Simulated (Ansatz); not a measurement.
# Sr3AlN3 (P6_3/m): the gap up the ladder of methods, part 3 of 3

What gap does each level of theory give for Sr3AlN3 (P6_3/m), and in what time?

Ansatz 0.2.0; density functionals, hybrids and G0W0, plane waves, PAW. Known limits of the many-body steps: finite bands, screening cutoff and k mesh; no spin-orbit coupling in G0W0.

So far. Step 11 (G0W0@HSE06, 3×3×4 mesh, 1031 empty bands, screening to …): Over all 9 irreducible mesh points the G0W0 gap is 1.486 eV, direct, at k = Γ. The HSE06 gap of this run on the mesh is 1.336 eV. Other states bound it: the two that bound the G0W0 gap lie 1.380 eV apart in HSE06, so state for state the correction is 1.486 − 1.380 = +0.106 eV, while gap against gap it is 1.486 − 1.336 = +0.150 eV.

In doubt: masses and optical values from hybrid runs of this build are listed as unsure (step 11), which bears on the screening that GW takes from such a start.

## Step 13: All levels together

Each gap is the least one over the points named; times are wall times on shared hosts, not benchmarks. A G0W0 time includes the run's own self-consistent start. Runs with listed points see these and the mesh alone, so an edge that moves elsewhere is missed. Rows marked * are further runs, not shown as steps, whose inputs differ from the G0W0 step on the same start in the columns given; solver thresholds can differ too.

```
     level   mesh       files, cutoff  bands summed, screening                         points  gap (eV)            valence top  conduction bottom  least direct gap (eV)     time
       LDA  6×6×4  soft_1 PAW, 420 eV                        -         mesh and listed points     0.448                      Γ                  Γ                  0.448    7.6 s
    PBEsol  6×6×4  soft_1 PAW, 420 eV                        -         mesh and listed points     0.452                      Γ                  Γ                  0.452     13 s
       PBE  6×6×4  soft_1 PAW, 420 eV                        -                  mesh and path     0.498                      Γ                  Γ                  0.498    9.8 s
   PBE+SOC  6×6×4  soft_1 PAW, 420 eV                        -         mesh and listed points     0.495                      Γ                  Γ                  0.495     11 s
    r2SCAN  6×6×4  soft_1 PAW, 500 eV                        -         mesh and listed points     0.799                      Γ                  Γ                  0.799     14 s
     HSE06  3×3×4  soft_1 PAW, 420 eV                        -         mesh and listed points     1.336  (0.333, 0.333, 0.000)                  Γ                  1.380     47 s
      PBE0  3×3×4  soft_1 PAW, 420 eV                        -         mesh and listed points     1.990  (0.333, 0.333, 0.000)                  Γ                  2.039     51 s
  DDH-PBE0  3×3×4  soft_1 PAW, 420 eV                        -         mesh and listed points     1.372  (0.333, 0.333, 0.000)                  Γ                  1.389  3.7 min
 G0W0@PBE*  3×3×4  soft_1 PAW, 420 eV               217, 42 eV  all 9 irreducible mesh points     0.566                      Γ                  Γ                  0.566     22 s
 G0W0@PBE*  3×3×4  soft_1 PAW, 420 eV               527, 84 eV  all 9 irreducible mesh points     0.788                      Γ                  Γ                  0.788     38 s
  G0W0@PBE  3×3×4  soft_1 PAW, 420 eV             1079, 140 eV  all 9 irreducible mesh points     0.932                      Γ                  Γ                  0.932     69 s
 G0W0@PBE*  3×3×2  soft_1 PAW, 420 eV               527, 84 eV  all 6 irreducible mesh points     0.761                      Γ                  Γ                  0.761     16 s
G0W0@HSE06  3×3×4  soft_1 PAW, 420 eV             1079, 140 eV  all 9 irreducible mesh points     1.486                      Γ                  Γ                  1.486  3.4 min
  G0W0@LDA  3×3×4  soft_1 PAW, 420 eV             1079, 140 eV  all 9 irreducible mesh points     1.006                      Γ                  Γ                  1.006     98 s
```

## Step 14: Summary of results

* LDA, over mesh and listed points: 0.448 eV
* PBEsol, over mesh and listed points: 0.452 eV
* PBE, over mesh and path: 0.498 eV
* PBE+SOC, over mesh and listed points: 0.495 eV
* r2SCAN, over mesh and listed points: 0.799 eV
* HSE06, over mesh and listed points: 1.336 eV
* PBE0, over mesh and listed points: 1.990 eV
* DDH-PBE0, over mesh and listed points: 1.372 eV
* G0W0@PBE (1079 bands, 3×3×4), over all 9 irreducible mesh points: 0.932 eV
* G0W0@HSE06, over all 9 irreducible mesh points: 1.486 eV
* G0W0@LDA, over all 9 irreducible mesh points: 1.006 eV
* known limits: finite bands, screening cutoff and k mesh; no spin-orbit coupling in G0W0

What this shows: The rows run from 0.448 eV (LDA) to 1.990 eV (PBE0). They differ in mesh, plane-wave cutoff, bands and screening cutoff of G0W0 and the points over which the gap was sought as well as in level, so only pairs that share these are like for like. PBEsol against LDA: 0.452 − 0.448 = +0.004 eV, with the same mesh, files and cutoff, and both edges at the same k points. PBE against PBEsol: 0.498 − 0.452 = +0.046 eV, with the same mesh, files and cutoff, and both edges at the same k points. PBE+SOC against PBE: 0.495 − 0.498 = −0.003 eV, with the same mesh, set of files (read in its fully relativistic form for the spin-orbit run) and cutoff, and both edges at the same k points. The spin-orbit run sees mesh and listed points alone, so its gap is an upper bound: the coupling can move an edge off these points, and the change over the zone, its sign included where it is small, is not known. PBE0 against HSE06: 1.990 − 1.336 = +0.654 eV, with the same mesh, files and cutoff, and both edges at the same k points. DDH-PBE0 against PBE0: 1.372 − 1.990 = −0.618 eV, with the same mesh, files and cutoff, and both edges at the same k points. G0W0@HSE06 against G0W0@PBE with 1079 bands: 1.486 − 0.932 = +0.554 eV, with the same mesh, files and cutoffs, and both edges at the same k points. G0W0@LDA against G0W0@HSE06 with 1079 bands: 1.006 − 1.486 = −0.480 eV, with the same mesh, files and cutoffs, and both edges at the same k points. The dielectric-dependent hybrid took 0.149 of exact exchange, against 0.25 in PBE0. G0W0@PBE (1079 bands, 3×3×4) moves the gap of its own start on the mesh by 0.932 − 0.496 = +0.436 eV, between the same two levels. Both edges that PBE shows over mesh and path lie at k points where levels were corrected. Levels at other points were not corrected, so a lower G0W0 gap elsewhere in the zone is not ruled out. G0W0@HSE06 moves the gap of its own start on the mesh by 1.486 − 1.336 = +0.150 eV, with other states at the edges (they lie 1.380 eV apart at the start). Both edges that HSE06 shows over mesh and listed points lie at k points where levels were corrected. G0W0 has the valence top at another k point than that. Levels at other points were not corrected, so a lower G0W0 gap elsewhere in the zone is not ruled out. G0W0@LDA moves the gap of its own start on the mesh by 1.006 − 0.446 = +0.560 eV, between the same two levels. Both edges that LDA shows over mesh and listed points lie at k points where levels were corrected. Levels at other points were not corrected, so a lower G0W0 gap elsewhere in the zone is not ruled out. What spin-orbit coupling does to the G0W0 levels was not computed, so no sum with the G0W0 gap is formed. For G0W0@PBE: from 217 bands and 42 eV to 1079 bands and 140 eV the gap moves by 0.932 − 0.566 = +0.366 eV (rung by rung 0.566, 0.788, 0.932 eV); bands and screening cutoff rise together, so their parts are not told apart. A line in one over the bands through the two highest rungs gives 0.932 + (0.932 − 0.788) × 527 / (1079 − 527) = 1.069 eV, and through the pair below 0.788 + (0.788 − 0.566) × 217 / (527 − 217) = 0.943 eV. The two differ by 0.126 eV, not under the 0.030 eV asked, so the law does not hold well over these rungs and the limit is not known. The other G0W0 rows are shown at one basis each (1079 bands), so their distance from the limit is not known here. With the 3×3×2 mesh in place of the 3×3×4 mesh and all else as in the G0W0@PBE row with 527 bands, the gap differs by 0.761 − 0.788 = −0.027 eV, and that of the start by 0.498 − 0.496 = +0.002 eV. For G0W0@LDA: the program marks 3 of the 72 corrected levels as in doubt (Σc rises), neither edge state among them. The G0W0 runs are scalar-relativistic. G0W0@PBE runs of this series with other atomic data on the same mesh, not shown as steps, give 0.985 eV (hard PAW, 900 eV, 1585 bands, screening to 182 eV); where bands and cutoffs differ too, the part of the files is not isolated.

[Paths, hosts, dates, memory and timing lines, banners, echoed tables and standing remarks are left out of the program output.]

[Logs are printed without paths, hosts, clocks, repeated set-up lines and the standing remarks that a program may print on its own settings, such as how far it seeks lower states.]

[Runs of the session that timed out or met a known fault of the program may be left out.]

[Cells called generated may have been cut or substituted from an entry of the Crystallography Open Database or the Materials Project.]

[Hosts, paths, dates, database ids (printed as entryN), source tags and the programs' standing remarks are cut or masked in the printed files.]

[Where an RPA ε∞ is given, it is that of the G0W0 mesh and is not shown converged in it. Names of k-points follow the symmetry that the program found, which can be lower than the space group named. Band edges on a path are those of the sampled points; other points can move an edge, and change direct to indirect where valleys lie close.]

[Hybrid gaps are those of their k-mesh and are not shown converged in it.]
